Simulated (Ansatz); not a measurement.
# BeIF: complex band structure

A new crystal, BeIF: structure, gap and complex bands. It is built by putting I for part of the F in the BeF2 structure of space group P3_121, with the volume rescaled by atomic radii. The parent structure comes from the Materials Project.

Program: Ansatz 0.2.0. Level of theory: r2SCAN DFT, plane waves, PAW files, in the first sound run; inputs show where later runs differ. Results are calculated unless marked as measured.

The structure was built from a prototype and need not be the compound's stable phase.

## Step 1: The structure

The structure is trigonal, space group P3_1 (No. 144). Conventional cell: a = 5.731 Å, b = 5.731 Å, c = 6.364 Å, α = 90.00°, β = 90.00°, γ = 120.00°. Be has 2 F at 1.90 Å and 2 I at 1.90 Å nearest. I has 2 Be at 1.90 Å and 2 I at 3.14 Å nearest. Nearest to F lie 2 Be at 1.90 Å. It derives from BeF2. I for part of the F in the BeF2 structure of space group P3_121. Farther neighbours and most contacts between anions are not listed.

## Step 2: Cell and atoms at rest

The substituted atoms don't fit the parent's cell, so cell and atoms relax together. A small smearing keeps the run stable in case the gap closes on the way.

Contents of input.yaml:

```yaml
crystal:
  lattice:
    - [5.7311436072, 0.0, 0.0]
    - [-2.8655718036, 4.9633159566, 0.0]
    - [0.0, 0.0, 6.3641769004]
  atoms:
    - { symbol: Be, position: [0.46584848, 0.0, 0.3333333333] }
    - { symbol: Be, position: [0.0, 0.46584848, 0.6666666667] }
    - { symbol: Be, position: [0.53415152, 0.53415152, 0.0] }
    - { symbol: I, position: [0.41115978, 0.27728158, 0.222273] }
    - { symbol: I, position: [0.72271842, 0.1338782, 0.5556063333] }
    - { symbol: I, position: [0.8661218, 0.58884022, 0.8889396667] }
    - { symbol: F, position: [0.1338782, 0.72271842, 0.4443936667] }
    - { symbol: F, position: [0.58884022, 0.8661218, 0.1110603333] }
    - { symbol: F, position: [0.27728158, 0.41115978, 0.777727] }
kpoints:
  mp_grid: { grid: [4, 4, 4] }
scf:
  occupations: { method: gaussian, width: 0.03 }
hamiltonian:
  xc: r2scan
output:
  forces: true
  stress: true
relax:
  f_tol: 0.02
  max_steps: 60
  cell: {}
```

Launch:

```bash
ansatz run input.yaml --threads 2 --pin off --max-ram 4096MiB --backend cpu --events-out ev --progress --plain --runs-dir out
```

Numbers of over 12 decimals in the logs are rounded to 6 here.

Log:

```text
Engine: ansatz 0.2.0, aarch64-unknown-linux-gnu
Pseudopotentials: kind: paw
Pseudopotential: Be, paw, valence charge 2, recommended cutoff 500 eV (meta_gga), Be.paw.azcp
Pseudopotential: I, paw, valence charge 17, recommended cutoff 500 eV (meta_gga), I.paw.azcp
Pseudopotential: F, paw, valence charge 7, recommended cutoff 500 eV (meta_gga), F.paw.azcp
Functional definition: r2SCAN
  parameter k0 = 0.174
  parameter k1 = 0.065
  parameter a1 = 4.9479
  exchange = r2scan_x(k0 = k0, k1 = k1, a1 = a1)
  correlation = r2scan_c
Crystal: 9 atoms, lattice volume = 181.032 Å³
Basis set: ecut = 500 eV, 4643 PW (Γ), exchange–correlation on 180×180×192 points (64 copies of the dense FFT grid, shifted against one another)
Bands: 48, of which v1, the nominal top of the filled ones, is band 39 counted from 1 (38 counted from 0)
Symmetry: 3 space group operations
Space group: P31 (ITA 144), of the structure as read, at distance tolerance 5.7e-5 Å
k-points: 14 of 64 (time reversal used)
Non-local potential: Be, projectors of the file, l = 0: 2, l = 1: 2, l = 2: 1
Non-local potential: I, projectors of the file, l = 0: 2, l = 1: 2, l = 2: 2, l = 3: 2
Non-local potential: F, projectors of the file, l = 0: 2, l = 1: 2, l = 2: 1
PAW form: soft (Blöchl's): semilocal exchange-correlation on the pseudo side does not see the compensation charge
PAW frozen core: Be, regenerated for the run's functional (the file was generated under x = pbe(κ = 0.804, μ = 0.219515), c = pbe(β = 0.066725))
PAW frozen core: I, regenerated for the run's functional (the file was generated under x = pbe(κ = 0.804, μ = 0.219515), c = pbe(β = 0.066725))
PAW frozen core: F, regenerated for the run's functional (the file was generated under x = pbe(κ = 0.804, μ = 0.219515), c = pbe(β = 0.066725))
PAW one-centre angular grid: Be, 302 points (default); XC on 255 of its mesh's 2635 points in the sphere
PAW one-centre angular grid: I, 590 points (default); XC on 160 Gauss nodes
PAW one-centre angular grid: F, 302 points (default); XC on 160 Gauss nodes
Initial density: superposition of atomic densities (neutral atoms: chi_scale 0, normalization atom), corrected by the library's trained network
Initial wavefunctions: pseudopotential atomic-orbital guess
Functional: x = r2scan, c = r2scan; τ floored in thin density (d = 2e-4 eV/Å³)
SCF iter   1: F=—  HF=-25289.533133 eV  |F-HF|=—  |Δ(HF+E_count)|=         —  Δρ=8.07e-3  dr2=1.17e-1  dr2_τ=2.25e-1  ethr=1.77e-3  ⟨swp⟩=10.1  Hψ=3643  notcnv=0  defer=6
preconditioner: auto → Resta (q_TF=auto, 2.371 Å⁻¹)  ε∞=3.2  [insulator: Δε(μ)=4.796 eV  Ē_g=11.967 eV  σ=0.030 eV  W_gap=1.00  n_scr=40 (ndim 8)  ℏωp=17.9 eV  f_vac=0.156  D(μ)=0.00/eV (n_scr^D=0)  ε∞_Penn≈3.2]
SCF iter   2: F=—  HF=-25289.843948 eV  |F-HF|=—  |Δ(HF+E_count)|=   3.11e-1  Δρ=3.78e-3  dr2=1.76e-2  dr2_τ=1.90e-3  ethr=1.50e-4  ⟨swp⟩=3.3  Hψ=1264  notcnv=0  defer=56
SCF iter   3: F=—  HF=-25289.846964 eV  |F-HF|=—  |Δ(HF+E_count)|=   3.02e-3  Δρ=1.46e-3  dr2=3.65e-3  dr2_τ=2.54e-4  ethr=2.26e-5  ⟨swp⟩=2.9  Hψ=1167  notcnv=0  defer=28
automatic band count: iteration 3 solves 46 bands in place of 48: the levels show a gap, and the empty bands left out lie too high to hold charge; the band table lists the bands solved (type scf.n_extra_bands for more)
SCF iter   4: F=—  HF=-25289.845585 eV  |F-HF|=—  |Δ(HF+E_count)|=   1.38e-3  Δρ=2.91e-4  dr2=1.05e-4  dr2_τ=1.30e-5  ethr=4.68e-6  ⟨swp⟩=2.0  Hψ=982  notcnv=0  defer=28
SCF iter   5: F=—  HF=-25289.845600 eV  |F-HF|=—  |Δ(HF+E_count)|=   1.47e-5  Δρ=7.62e-5  dr2=1.10e-5  dr2_τ=6.81e-7  ethr=1.34e-7  ⟨swp⟩=2.0  Hψ=952  notcnv=0  defer=28
SCF iter   6: F=—  HF=-25289.845601 eV  |F-HF|=—  |Δ(HF+E_count)|=   1.67e-6  Δρ=1.43e-5  dr2=5.38e-7  dr2_τ=2.31e-8  ethr=1.41e-8  ⟨swp⟩=2.0  Hψ=952  notcnv=0  defer=28
SCF iter   7: F=-25289.845602 eV  HF=-25289.845602 eV  |F-HF|=1.68e-8  |Δ(HF+E_count)|=   3.96e-7  Δρ=5.78e-6  dr2=5.22e-8  dr2_τ=3.85e-9  ethr=1.28e-10  ⟨swp⟩=5.1  Hψ=2385  notcnv=0
SCF 1 converged in 7 iterations: F = -25289.845602 eV  dr2 = 5.22e-8
  greatest PAW one-centre occupation: 0.999 electrons in one spin orbital (limit 2), on the I atom at site 5 (counted from 0), in its partial waves of l = 2
relax step   1: F+E_penalty+E_count = -25289.84560161 eV  Δ(F+E_penalty+E_count) = +0.000e0 eV  max|allowed force component| = 8.766e0 eV/Å  Δτ_max = 0.0000 Å  P = +23.333 GPa  Ω = 181.032 Å³  (7 SCF iters, dr2 threshold 1.00e-7 eV, accepted)
Crystal: 9 atoms, lattice volume = 190.020 Å³
Basis set: ecut = 500 eV, 4775 PW (Γ), exchange–correlation on 180×180×192 points (64 copies of the dense FFT grid, shifted against one another)
Initial density: handed on by an earlier stage of this run
Initial wavefunctions: those handed on with the density
iter 1 solved again at ethr=2.02e-3 eV; its pass at ethr=3.10e-3 eV (dr2=1.58e0 eV) is discarded
SCF iter   1: F=—  HF=-25296.511851 eV  |F-HF|=—  |Δ(HF+E_count)|=         —  Δρ=2.37e-2  dr2=1.57e0  dr2_τ=1.65e0  ethr=2.02e-3  ⟨swp⟩=1.0  Hψ=3767  notcnv=0
automatic band count: iteration 1 solves 46 bands in place of 48: the levels show a gap, and the empty bands left out lie too high to hold charge; the band table lists the bands solved (type scf.n_extra_bands for more)
preconditioner: auto → Resta (q_TF=auto, 2.352 Å⁻¹)  ε∞=3.4  [insulator: Δε(μ)=5.167 eV  Ē_g=11.295 eV  σ=0.030 eV  W_gap=1.00  n_scr=40 (ndim 8)  ℏωp=17.5 eV  f_vac=0.158  D(μ)=0.00/eV (n_scr^D=0)  ε∞_Penn≈3.4]
SCF iter   2: F=—  HF=-25296.982342 eV  |F-HF|=—  |Δ(HF+E_count)|=   4.70e-1  Δρ=8.46e-3  dr2=1.67e-1  dr2_τ=5.99e-3  ethr=2.01e-3  ⟨swp⟩=4.4  Hψ=1314  notcnv=0
SCF iter   3: F=—  HF=-25296.960049 eV  |F-HF|=—  |Δ(HF+E_count)|=   2.23e-2  Δρ=3.39e-3  dr2=1.80e-2  dr2_τ=9.15e-4  ethr=2.14e-4  ⟨swp⟩=3.5  Hψ=1209  notcnv=0  defer=11
SCF iter   4: F=—  HF=-25296.962645 eV  |F-HF|=—  |Δ(HF+E_count)|=   2.60e-3  Δρ=1.73e-3  dr2=4.10e-3  dr2_τ=3.86e-4  ethr=2.31e-5  ⟨swp⟩=2.3  Hψ=1107  notcnv=0  defer=29
SCF iter   5: F=—  HF=-25296.962342 eV  |F-HF|=—  |Δ(HF+E_count)|=   3.03e-4  Δρ=3.42e-4  dr2=3.59e-4  dr2_τ=5.53e-6  ethr=5.26e-6  ⟨swp⟩=2.0  Hψ=994  notcnv=0  defer=29
SCF iter   6: F=—  HF=-25296.962493 eV  |F-HF|=—  |Δ(HF+E_count)|=   1.51e-4  Δρ=1.21e-4  dr2=2.16e-5  dr2_τ=5.35e-7  ethr=4.61e-7  ⟨swp⟩=2.0  Hψ=909  notcnv=0  defer=29
SCF iter   7: F=-25296.962509 eV  HF=-25296.962508 eV  |F-HF|=5.30e-7  |Δ(HF+E_count)|=   1.50e-5  Δρ=1.74e-5  dr2=6.94e-7  dr2_τ=1.77e-8  ethr=1.15e-9  ⟨swp⟩=4.1  Hψ=2859  notcnv=0
SCF 2 converged in 7 iterations: F = -25296.962509 eV  dr2 = 6.94e-7
[...]
relax step   4: F+E_penalty+E_count = -25301.93434871 eV  Δ(F+E_penalty+E_count) = -1.193e0 eV  max|allowed force component| = 4.867e-1 eV/Å  Δτ_max = 0.1970 Å  P = +3.315 GPa  Ω = 189.685 Å³  energy of the carried Pulay correction = -2.306e-3 eV  (7 SCF iters, dr2 threshold 9.00e-7 eV, accepted)
[...]
relax step   5: F+E_penalty+E_count = -25302.18335813 eV  Δ(F+E_penalty+E_count) = -2.490e-1 eV  max|allowed force component| = 1.286e-1 eV/Å  Δτ_max = 0.1303 Å  P = -0.051 GPa  Ω = 206.921 Å³  energy of the carried Pulay correction = -6.416e-3 eV  (7 SCF iters, dr2 threshold 9.00e-7 eV, accepted)
[...]
relax step   6: F+E_penalty+E_count = -25302.18257325 eV  Δ(F+E_penalty+E_count) = +7.849e-4 eV  max|allowed force component| = 8.844e-2 eV/Å  Δτ_max = 0.0612 Å  P = +0.091 GPa  Ω = 209.223 Å³  energy of the carried Pulay correction = -6.922e-3 eV  (7 SCF iters, dr2 threshold 9.00e-7 eV, rejected (line search))
[...]
relax step   7: F+E_penalty+E_count = -25302.19211077 eV  Δ(F+E_penalty+E_count) = -8.753e-3 eV  max|allowed force component| = 1.835e-2 eV/Å  Δτ_max = 0.0263 Å  P = -0.025 GPa  Ω = 207.303 Å³  energy of the carried Pulay correction = -6.500e-3 eV  (10 SCF iters, accepted)
[...]
relax step   8: F+E_penalty+E_count = -25302.19194061 eV  Δ(F+E_penalty+E_count) = +1.702e-4 eV  max|allowed force component| = 9.288e-3 eV/Å  Δτ_max = 0.0125 Å  P = +0.020 GPa  Ω = 207.667 Å³  energy of the carried Pulay correction = -6.581e-3 eV  (7 SCF iters, dr2 threshold 7.06e-9 eV, rejected (line search))
[...]
relax step   9: F+E_penalty+E_count = -25302.19235699 eV  Δ(F+E_penalty+E_count) = -2.462e-4 eV  max|allowed force component| = 1.915e-3 eV/Å  Δτ_max = 0.0059 Å  P = +0.002 GPa  Ω = 207.352 Å³  energy of the carried Pulay correction = -6.511e-3 eV  (9 SCF iters, accepted)
Basis set: ecut = 500 eV, 5231 PW (Γ), exchange–correlation on 192×192×180 points (64 copies of the dense FFT grid, shifted against one another)
Initial wavefunctions: pseudopotential atomic-orbital guess (no wavefunctions were taken with the density)
iter 1 solved again at ethr=6.64e-6 eV; its pass at ethr=3.10e-3 eV (dr2=5.18e-3 eV) is discarded
SCF iter   1: F=—  HF=-25302.184916 eV  |F-HF|=—  |Δ(HF+E_count)|=         —  Δρ=4.77e-4  dr2=2.40e-5  dr2_τ=3.91e-5  ethr=6.64e-6  ⟨swp⟩=3.5  Hψ=4733  notcnv=0
eigensolver tolerance schedule: the retry pair's looser diagonalisation over-reported the residual by 214.87 of it (diagonalisation noise at 0.85 of the residual, at the tolerance the schedule requests for it); recorded, not acted on — ethr = c·dr2/N_el stays at c = 1.0e-1
preconditioner: auto → Resta (q_TF=auto, 2.318 Å⁻¹)  ε∞=2.9  [insulator: Δε(μ)=4.323 eV  Ē_g=12.102 eV  σ=0.030 eV  W_gap=1.00  n_scr=40 (ndim 8)  ℏωp=16.7 eV  f_vac=0.174  D(μ)=0.00/eV (n_scr^D=0)  ε∞_Penn≈2.9]
SCF iter   2: F=—  HF=-25302.198810 eV  |F-HF|=—  |Δ(HF+E_count)|=   1.39e-2  Δρ=2.42e-4  dr2=5.10e-6  dr2_τ=6.07e-5  ethr=3.07e-8  ⟨swp⟩=3.0  Hψ=1433  notcnv=0
SCF iter   3: F=—  HF=-25302.199139 eV  |F-HF|=—  |Δ(HF+E_count)|=   3.29e-4  Δρ=9.01e-5  dr2=7.81e-7  dr2_τ=8.29e-6  ethr=6.54e-9  ⟨swp⟩=2.0  Hψ=1123  notcnv=0
SCF iter   4: F=—  HF=-25302.199165 eV  |F-HF|=—  |Δ(HF+E_count)|=   2.64e-5  Δρ=7.91e-6  dr2=4.13e-8  dr2_τ=4.49e-8  ethr=1.00e-9  ⟨swp⟩=2.1  Hψ=1009  notcnv=0
SCF iter   5: F=—  HF=-25302.199166 eV  |F-HF|=—  |Δ(HF+E_count)|=   1.59e-7  Δρ=2.22e-6  dr2=1.16e-8  dr2_τ=5.17e-10  ethr=5.29e-11  ⟨swp⟩=2.0  Hψ=1008  notcnv=0
SCF iter   6: F=—  HF=-25302.199166 eV  |F-HF|=—  |Δ(HF+E_count)|=   1.97e-9  Δρ=9.25e-7  dr2=3.60e-9  dr2_τ=1.61e-10  ethr=1.49e-11  ⟨swp⟩=2.0  Hψ=901  notcnv=0
SCF iter   7: F=—  HF=-25302.199166 eV  |F-HF|=—  |Δ(HF+E_count)|=   2.72e-9  Δρ=2.83e-7  dr2=4.03e-10  dr2_τ=6.66e-12  ethr=4.62e-12  ⟨swp⟩=2.0  Hψ=966  notcnv=0
SCF iter   8: F=-25302.199166 eV  HF=-25302.199166 eV  |F-HF|=3.64e-12  |Δ(HF+E_count)|=  2.66e-10  Δρ=5.01e-8  dr2=7.84e-12  dr2_τ=3.82e-13  ethr=1.00e-12  ⟨swp⟩=6.0  Hψ=2306  notcnv=0
SCF 10 converged in 8 iterations: F = -25302.199166 eV  dr2 = 7.84e-12
relax step  10: F+E_penalty+E_count = -25302.19916556 eV  Δ(F+E_penalty+E_count) = -6.809e-3 eV  max|allowed force component| = 1.869e-3 eV/Å  Δτ_max = 0.0000 Å  P = +0.025 GPa  Ω = 207.352 Å³  stress off target by 3.14e-2 GPa  SCF on the basis re-selected at this cell (its energy is not comparable with the rows above)  (8 SCF iters)
basis re-selected at this cell: Δ(F+E_penalty+E_count) = -6.809e-3 eV, ΔP = +0.023 GPa vs the last step (what re-selecting the basis moved, of the pressure what is left beyond the Pulay correction that the steps carried, after the strain that the cell walked since its last selection, with what the two solves' SCF thresholds leave and, on support functions, any second-order correction that the steps lacked; it is no measure of the basis error at this ecutwfc). The dense FFT grid was sized anew with the basis: this SCF ran on 48×48×45 points, the steps before it on 45×45×48, so part of this shift can come from that change (see relax.cell in the input reference). [rest of the remark cut]
SCF converged after 8 iterations
Free energy (F): -25302.199166 eV
Harris-Foulkes:  -25302.199166 eV  (|F-HF|=3.64e-12)
Internal energy: -25302.199166 eV  (E = F + TS)
E sigma→0 (E₀):  -25302.199166 eV
Fermi energy:    5.576776 eV
--- Per-component energies (eV) ---
  E_band       = -1475.736628
  E_kinetic    = 1248.548461
  E_local      = -8676.151315  (includes V_loc(G=0)·N_el)
  E_nonlocal   = -38.943332
  E_hartree    = 4134.248133
  E_xc         = -653.712397
  E_vxc        = -830.133712  (∫ρ·V_xc dr)
  E_paw        = -15311.527814  (= ΣΔE_a)
  E_vpaw       = -1500.766977  (= ΣTr[D̂ρ^β])
  E_aug_tail   = 0.003057  (compensation charges beyond the density's cutoff)
  E_vtau       = 53.210714  (kinetic-family band-sum trace: ∫τ·v_τ [+ j·A + Jᵃ·Aᵃ] dr)
  E_ewald      = -6004.752863
  E_core_change = 0.088903  (= ΣΔE_core)
  E_smearing   = -0.000000  (= −TS)
  E_closure    = 0.000000  (closes the sum)
  Σ components = -25302.199166   (vs F -25302.199166, Δ=0.00e0)
--- Forces (eV/Å), atoms counted from 1 ---
  atom   1  Be    -0.00107910     0.00028727    -0.00035200
  atom   2  Be     0.00029077    -0.00107816    -0.00035200
  atom   3  Be     0.00078833     0.00079090    -0.00035200
  atom   4  I     -0.00005655    -0.00186890     0.00021606
  atom   5  I      0.00164679     0.00088548     0.00021606
  atom   6  I     -0.00159024     0.00098342     0.00021606
  atom   7  F     -0.00018981    -0.00044911     0.00013578
  atom   8  F     -0.00029404     0.00038893     0.00013578
  atom   9  F      0.00048384     0.00006018     0.00013578
  max |Σ_I F_I| component: 4.69e-7 eV/Å
--- Stress (GPa, compression-positive) ---
        0.031394       0.000000      -0.000000
       -0.000000       0.031394       0.000000
        0.000000       0.000000       0.012314
  P = ⅓ Tr σ = 0.0250 GPa (0.250 kbar)
--- Relaxed structure (9 steps of the walk, 7 accepted, 1 SCFs on fresh bases) ---
  F+E_penalty+E_count = -25302.19916556 eV   max|allowed force component| = 1.869e-3 eV/Å   (the final SCF, on the basis selected at the relaxed cell)
  cell:  # Å, volume = 207.3523 Å³
    - [6.258108, -3.8912843727490254e-18, 3.8619494489504995e-17]
    - [-3.129054, 5.419681, -1.9309747244752494e-17]
    - [4.2885209581167286e-17, 0, 6.113531]
  atoms:
    - { symbol: Be, position: [0.426179, -0.097065, 0.310751] }
    - { symbol: Be, position: [0.097065, 0.523244, 0.644084] }
    - { symbol: Be, position: [0.476756, 0.573821, -0.022582] }
    - { symbol: I, position: [0.329951, 0.238625, 0.245631] }
    - { symbol: I, position: [0.761375, 0.091327, 0.578965] }
    - { symbol: I, position: [0.908673, 0.670049, 0.912298] }
    - { symbol: F, position: [0.208400, 0.693879, 0.443618] }
    - { symbol: F, position: [0.485479, 0.791600, 0.110284] }
    - { symbol: F, position: [0.306121, 0.514521, 0.776951] }
```

The job ended after 2.2 min (2 threads of Arm Neoverse V1, shared host; peak memory 0.85 GiB).

The steps of the relaxation:

```csv
step,energy less that of the first step (eV),largest force component (eV/Å),pressure (GPa),volume (Å³)
1,0.0000,8.7662,23.33,181.03
2,-7.1169,4.2903,7.93,190.02
3,-10.8958,1.9085,2.79,187.69
4,-12.0887,0.4867,3.32,189.68
5,-12.3378,0.1286,-0.05,206.92
6,-12.3370,0.0884,0.09,209.22
7,-12.3465,0.0183,-0.02,207.30
8,-12.3463,0.0093,0.02,207.67
9,-12.3468,0.0019,0.00,207.35
10*,-12.3536,0.0019,0.03,207.35
```

Relaxation steps marked * repeat the geometry before them on a plane-wave basis chosen anew for their cell, so energy and pressure can jump there. Relaxation steps 6, 8 were tried and not accepted.

The run keeps the 3 symmetry operations that it works with, so distortions that break them were not tested.

```csv
"conventional cell, symmetrised",before,after,change
a (Å),5.731,6.258,+9.2 %
b (Å),5.731,6.258,+9.2 %
c (Å),6.364,6.114,-3.9 %
volume (Å³/atom),20.11,23.04,+14.5 %
```

The atoms that moved most (Å, as changes of fractional coordinates times the final cell):

```csv
atom,dx,dy,dz,length
F8,-0.414,-0.404,-0.005,0.578
F7,0.557,-0.156,-0.005,0.578
F9,-0.143,0.560,-0.005,0.578
Be2,0.428,0.311,-0.138,0.547
Be1,0.055,-0.526,-0.138,0.547
Be3,-0.483,0.215,-0.138,0.547
I6,0.012,0.440,0.143,0.463
I4,-0.387,-0.210,0.143,0.463
```

Numbers from this step:

```yaml
free_energy: -25302.1992 eV
fermi_energy: 5.577 eV
pressure: 0.02503 GPa
```

The largest force component on a free atom ends at 0.0019 eV/Å.

## Step 3: The bulk crystal and its band edges

The energy window and the wavevectors of the next steps follow from the band edges, so these are searched first, off the mesh as well.

Contents of input.yaml:

```yaml
crystal:
  lattice:
    - [6.2581082321, 0.0, 0.0]
    - [-3.1290541161, 5.4196807087, 0.0]
    - [0.0, 0.0, 6.1135309204]
  atoms:
    - { symbol: Be, position: [0.4261790599, -0.0970651523, 0.3107509225] }
    - { symbol: Be, position: [0.0970651523, 0.5232442123, 0.6440842559] }
    - { symbol: Be, position: [0.4767557877, 0.5738209401, -0.0225824108] }
    - { symbol: I, position: [0.3299513607, 0.2386245826, 0.2456313592] }
    - { symbol: I, position: [0.7613754174, 0.0913267781, 0.5789646926] }
    - { symbol: I, position: [0.9086732219, 0.6700486393, 0.9122980259] }
    - { symbol: F, position: [0.2084001989, 0.6938788327, 0.4436177183] }
    - { symbol: F, position: [0.4854786338, 0.7915998011, 0.1102843849] }
    - { symbol: F, position: [0.3061211673, 0.5145213662, 0.7769510516] }
kpoints:
  mp_grid: { grid: [6, 6, 4] }
  band_path: { path: [VBM, CBM], npoints: 30 }
scf:
  occupations: { method: fixed }
hamiltonian:
  xc: r2scan
output:
  eigenvalues: true
  write_potential: true
  write_density: true
  volumetric_format: npy
```

Log:

```text
[...]
Crystal: 9 atoms, lattice volume = 207.352 Å³
Basis set: ecut = 500 eV, 5231 PW (Γ), exchange–correlation on 192×192×180 points (64 copies of the dense FFT grid, shifted against one another)
Bands: 48, of which v1, the nominal top of the filled ones, is band 39 counted from 1 (38 counted from 0)
Symmetry: 3 space group operations
[...]
k-points: 30 of 144 (time reversal used)
[...]
SCF iter   1: F=—  HF=-25301.918829 eV  |F-HF|=—  |Δ(HF+E_count)|=         —  Δρ=5.40e-3  dr2=7.16e-2  dr2_τ=1.81e-1  ethr=1.77e-3  ⟨swp⟩=6.2  Hψ=5379  notcnv=0  defer=176
[...]
SCF iter   7: F=-25302.199180 eV  HF=-25302.199180 eV  |F-HF|=6.28e-9  |Δ(HF+E_count)|=   1.32e-7  Δρ=4.27e-6  dr2=2.39e-8  dr2_τ=1.96e-9  ethr=1.28e-10  ⟨swp⟩=14.9  Hψ=7281  notcnv=0
SCF 1 converged in 7 iterations: F = -25302.199180 eV  dr2 = 2.39e-8
[...]
NSCF: frozen V_eff on 44 k-points
[...]
SCF converged after 7 iterations
Free energy (F): -25302.199180 eV
[...]
Internal energy: -25302.199180 eV  (E = F + TS)
E sigma→0 (E₀):  -25302.199180 eV
Fermi energy:    3.509371 eV
[...]
--- Band table (eV; the first three rows and the last of 30) ---
  k-point 0: bands = [... 35 lower, 1.6919, 2.5444, 2.9687, 2.9687, 7.7347, 8.4471, 8.4471, 9.3600, ... 5 higher]
  k-point 1: bands = [... 35 lower, 1.7510, 2.3533, 2.4411, 3.3126, 8.0792, 8.6693, 8.7585, 9.5210, ... 5 higher]
  k-point 2: bands = [... 35 lower, 1.6186, 2.1444, 2.1444, 3.4167, 8.5570, 8.5570, 9.1619, 9.9445, ... 5 higher]
  k-point 29: bands = [... 35 lower, 1.7440, 2.2006, 2.8179, 3.3716, 8.5868, 8.7483, 8.9011, 9.6795, ... 5 higher]
```

Elapsed: 2.3 min, on 2 threads; peak memory 0.88 GiB; 4.5 min of CPU time.

Reading the cycles: dr2 is the Hartree energy of the density residual (eV), the measure of convergence; HF is the Harris–Foulkes estimate of the energy, which meets the free energy F at convergence.

Numbers from this step:

```yaml
fermi_energy: 3.509 eV
gap_on_the_k_mesh: 4.225 eV
gap_on_path: 4.223 eV, by band count; negative where bands overlap
direct_gap_on_path: 4.766 eV
edge_places_on_path: 0, 0.6699 1/A along the path
```

Electronic bands along the path, in eV, zero at the Fermi level (highest filled level under fixed occupations); v1 is the highest filled band, c1 the lowest empty one:

```csv
point,v4,v3,v2,v1,c1,c2,c3,c4
VBM,-1.80,-1.21,-0.80,0.00,5.14,5.24,5.48,5.81
halfway,-1.74,-1.10,-0.74,-0.29,4.79,5.04,5.34,5.60
CBM,-1.82,-0.96,-0.54,-0.54,4.23,4.94,4.94,5.85
```

The searched edges give 4.22 eV, against 4.23 eV on the mesh.

(Continued in part 2 of 3.)

[Logs are printed without paths, hosts, clocks, repeated set-up lines and the standing remarks that a program may print on its own settings, such as how far it seeks lower states.]

[Hosts, paths, dates, database ids (printed as entryN), source tags and the programs' standing remarks are cut or masked in the printed files.]

[New means built here by substitution; the compound itself may be known and measured.]
